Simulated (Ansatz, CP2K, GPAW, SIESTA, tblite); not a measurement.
# Random packing of Pb (141 atoms) in CP2K, part 2 of 2

Aim: run random packing of Pb (141 atoms) in CP2K and see how near its forces come to a plane-wave reference, and at what cost.

Program: CP2K 2026.2; the method stands at each step. Banners, paths, timers and routine set-up lines are dropped from the logs unmarked, and long logs keep their key lines alone; longer cuts are marked.

So far. Step 2 (PBE, DZVP-MOLOPT-SR, 350/50 Ry, diagonalisation): Forces lie 9.9 % from the reference's, at 0.50 times its CPU time (on 4 against 16 cores). Step 3 (GFN1-xTB, diagonalisation): Against the first run (9.9 %), the force difference from the reference is 32 %, at 0.036 times the CPU time (on 1 against 4 cores) (147 SCF steps against 15); the model has changed, so this is no error of the program alone.

## Step 4: PBE, SZV-MOLOPT-SR, 350/50 Ry, diagonalisation

Method: Kohn-Sham DFT, PBE, GTH-PBE pseudopotentials, Gaussian and plane waves, SZV-MOLOPT-SR-GTH, diagonalisation.

The input, input.inp:

```
&GLOBAL
  PROJECT cell
  RUN_TYPE ENERGY_FORCE
  PRINT_LEVEL LOW
&END GLOBAL
&FORCE_EVAL
  METHOD QS
  STRESS_TENSOR ANALYTICAL
  &DFT
    BASIS_SET_FILE_NAME BASIS_MOLOPT
    POTENTIAL_FILE_NAME GTH_POTENTIALS
    &MGRID
      CUTOFF 350
      REL_CUTOFF 50
    &END MGRID
    &QS
      EPS_DEFAULT 1.0E-12
    &END QS
    &SCF
      SCF_GUESS ATOMIC
      EPS_SCF 5.0E-06
      MAX_SCF 200
      ADDED_MOS 63
      &DIAGONALIZATION
        ALGORITHM STANDARD
      &END DIAGONALIZATION
      &SMEAR ON
        METHOD FERMI_DIRAC
        ELECTRONIC_TEMPERATURE [K] 580
      &END SMEAR
      &MIXING
        METHOD BROYDEN_MIXING
        ALPHA 0.15
        NBROYDEN 12
      &END MIXING
      &PRINT
        &RESTART OFF
        &END RESTART
      &END PRINT
    &END SCF
    &XC
      &XC_FUNCTIONAL PBE
      &END XC_FUNCTIONAL
    &END XC
    &PRINT
      &MULLIKEN ON
      &END MULLIKEN
      &HIRSHFELD ON
        SHAPE_FUNCTION DENSITY
      &END HIRSHFELD
      &MO ON
        EIGENVALUES T
        OCCUPATION_NUMBERS T
        MO_INDEX_RANGE 271 294
        &EACH
          QS_SCF 0
        &END EACH
        ADD_LAST NUMERIC
      &END MO
    &END PRINT
  &END DFT
  &SUBSYS
    &CELL
      A 16.37540 0.00000 0.00000
      B 0.00000 16.37540 0.00000
      C 0.00000 0.00000 16.37540
    &END CELL
    &COORD
      SCALED
      Pb 0.21204 0.16593 0.68916
      Pb 0.72981 0.33052 0.10575
      Pb 0.07244 0.39437 0.32612
      Pb 0.44353 0.29370 0.87590
      Pb 0.04702 0.32938 0.74765
      Pb 0.95384 0.02020 0.80469
      Pb 0.17231 0.09767 0.13614
      Pb 0.00411 0.39744 0.97635
      Pb 0.44723 0.93855 0.61551
      Pb 0.33898 0.37882 0.98234
      Pb 0.29393 0.75556 0.91541
      Pb 0.28301 0.28681 0.11669
      Pb 0.57215 0.44672 0.18054
      Pb 0.02355 0.41761 0.16067
      Pb 0.42805 0.01377 0.18296
      Pb 0.84914 0.02090 0.94250
      Pb 0.57779 0.20370 0.64202
      Pb 0.71807 0.50781 0.27866
      Pb 0.75423 0.24986 0.50283
      Pb 0.77171 0.18819 0.78400
[... 117 atom lines left out ...]
      Pb 0.54171 0.21361 0.22976
      Pb 0.14182 0.37476 0.53367
      Pb 0.01532 0.99416 0.61810
      Pb 0.07788 0.47533 0.66119
    &END COORD
    &KIND Pb
      BASIS_SET SZV-MOLOPT-SR-GTH-q4
      POTENTIAL GTH-PBE-q4
    &END KIND
  &END SUBSYS
  &PRINT
    &FORCES ON
    &END FORCES
    &STRESS_TENSOR ON
    &END STRESS_TENSOR
  &END PRINT
&END FORCE_EVAL
```

Launch:

```console
$ OMP_NUM_THREADS=2 cp2k.psmp -i input.inp > output.txt
```

Numbers of over 12 decimals in the logs are rounded to 6 here.

What it wrote:

```text
CP2K| version string:                                       CP2K version 2026.2
 CP2K| Input file name                                                 input.inp
 GLOBAL| Basis set file name                                        BASIS_MOLOPT
 GLOBAL| Potential file name                                      GTH_POTENTIALS
 GLOBAL| Run type                                                   ENERGY_FORCE
 GLOBAL| Total number of message passing processes                             1
 GLOBAL| Number of threads for this process                                    2
 TOTAL NUMBERS AND MAXIMUM NUMBERS
  Total number of            - Atomic kinds:                                   1
                             - Atoms:                                        141
[... lines left out ...]
                        Smear method:                                FERMI_DIRAC
[... lines left out ...]
 Number of electrons:                                                        564
[... lines left out ...]
  Step     Update method      Time    Convergence         Total energy    Change
[... lines left out ...]
  *** SCF run converged in    17 steps ***
[... lines left out ...]
  Fermi energy:                                                 0.176988
  Total energy:                                              -498.169795
  Total energy (extrapolated to T->0):                       -498.159979
[... lines left out ...]
 MO| E(Fermi):            0.176988 a.u.          4.816078 eV
[... lines left out ...]
 !-----------------------------------------------------------------------------!
 !-----------------------------------------------------------------------------!
                           Hirshfeld Charges
  #Atom  Element  Kind  Ref Charge     Population                    Net charge
      1       Pb     1       4.000          3.996                         0.004
      2       Pb     1       4.000          4.002                        -0.002
      3       Pb     1       4.000          4.000                         0.000
[...]
140       Pb     1       4.000          3.953                         0.047
    141       Pb     1       4.000          3.992                         0.008
  Total Charge                                                           -0.000
 !-----------------------------------------------------------------------------!
 ENERGY| Total FORCE_EVAL ( QS ) energy [hartree]           -498.169820
 FORCES| Atomic forces [hartree/bohr]
 FORCES|   Atom     x               y               z               |f|
 FORCES|      1 -1.87245015E-02 -4.79029416E-03 -1.85610997E-02   2.67967963E-02
 FORCES|      2 -6.00879753E-03  5.32660134E-03  4.02500333E-02   4.10431908E-02
 FORCES|      3  2.84763204E-02 -2.84140298E-02 -1.13450268E-03   4.02435710E-02
[...]
FORCES|    140 -4.30040659E-03 -6.18304230E-03  1.00008283E-02   1.25195877E-02
 FORCES|    141 -1.43160438E-02  3.72670114E-03  1.24313689E-02   1.93229487E-02
 FORCES| Sum     5.47482178E-06 -2.21011059E-07  2.02988884E-07
 FORCES| Total atomic force                                       5.48303966E-06
 STRESS| Analytical stress tensor [bar]
 STRESS|                        x                   y                   z
 STRESS|      x        1.44873612070E+05  -4.01091053202E+03  -8.05567701229E+03
 STRESS|      y       -4.01091053202E+03   1.33718390762E+05   3.60729264066E+03
 STRESS|      z       -8.05567701229E+03   3.60729264066E+03   1.42521713940E+05
 STRESS| 1/3 Trace                                             1.40371238924E+05
```

Elapsed: 4.8 min, on 2 threads of Arm Neoverse N1, shared host; peak memory 5.7 GiB; 8.6 min of CPU time.

Against the reference:

* r.m.s. force component: 1.18 eV/Å
* r.m.s. difference of force components: 179.2 meV/Å
* longest difference of force vectors: 681.7 meV/Å
* force difference over r.m.s. force: 15.46 %
* slope of forces against the reference's: 1.006
* correlation of force components: 0.9884
* pressure: 14.04 GPa
* pressure difference: 1.091 GPa

This is a coarse setting, run to see what it loses.

Against the first run (9.9 %), the force difference from the reference is 15 %, at 0.41 times the CPU time (on 2 against 4 cores), with 564 basis functions against 1833: the smaller basis costs accuracy.

## Step 5: All runs compared

Differences are against the plane-wave reference, forces as r.m.s. over components; share is that over the reference's r.m.s. force, slope the least-squares factor from reference forces to these. Total energies of different programs have different zeros and aren't compared.

```tsv
run	Δ force, r.m.s. (meV/Å)	share (%)	slope	Δ pressure (GPa)	cores	CPU time	memory (GiB)
reference	-	-	-	-	16	42 min	10
CP2K PBE, DZVP-MOLOPT-SR, 350/50 Ry, diagonalisation	114	9.87	0.911	-1.06	4	21 min	8.9
CP2K GFN1-xTB, diagonalisation	376	32.5	1.209	1.49	1	45 s	0.24
CP2K PBE, SZV-MOLOPT-SR, 350/50 Ry, diagonalisation (coarse)	179	15.5	1.006	1.09	2	8.6 min	5.7
```

Rows marked coarse were listed beforehand as settings not expected to be converged; some can still land near the reference.

CPU time is summed over cores on a shared host, where runs went side by side, so it is rough. Symmetry, cutoffs, thresholds, outputs and thread counts weren't matched or tuned between programs; memory under MPI is the largest rank's times the ranks.

## Step 6: Summary of results

* nearest in forces: CP2K PBE, DZVP-MOLOPT-SR, 350/50 Ry, diagonalisation, 9.9 %
* its CPU time: 21 min

In words: The PBE run in local orbitals, coarse settings apart, differs by 9.9 % (CP2K PBE, DZVP-MOLOPT-SR, 350/50 Ry, diagonalisation); basis, grid and potentials can all enter. Tight binding differs by 32 % (CP2K GFN1-xTB, diagonalisation); it is another model, with fitted parameters of its own, and the xTB methods hold dispersion. CP2K GFN1-xTB, diagonalisation needed 147 SCF steps, so its time overstates the method's usual cost. Runs with settings chosen to be coarse differ by 15 % (CP2K PBE, SZV-MOLOPT-SR, 350/50 Ry, diagonalisation), their programs' other errors included. Of the electronic-structure runs that take under half the reference's CPU time, CP2K PBE, SZV-MOLOPT-SR, 350/50 Ry, diagonalisation comes nearest, at 15 % in 8.6 min against 42 min. Periodic xTB results under one method name differ between programs and library versions. The potentials hold different valence shells: 1974 electrons in the reference, 564 in CP2K with SZV-MOLOPT-SR; this bears on time and differences. The reference's pressure of 13 GPa belongs to a cell and atoms that aren't relaxed at this level. The electronic-structure runs sample only Γ, in a cell whose shortest periodic width is 16 Å, which is coarse for a cell with partly filled levels. Spin–orbit coupling is left out, which matters for the levels of the heavy elements.

[Also dropped from logs without a mark: logging warnings of Python, and SIESTA's first energy breakdown and zero terms.]

[Logs are printed without paths, hosts, clocks, repeated set-up lines and the standing remarks that a program may print on its own settings, such as how far it seeks lower states.]

[Hosts, paths, dates, database ids (printed as entryN), source tags and the programs' standing remarks are cut or masked in the printed files.]
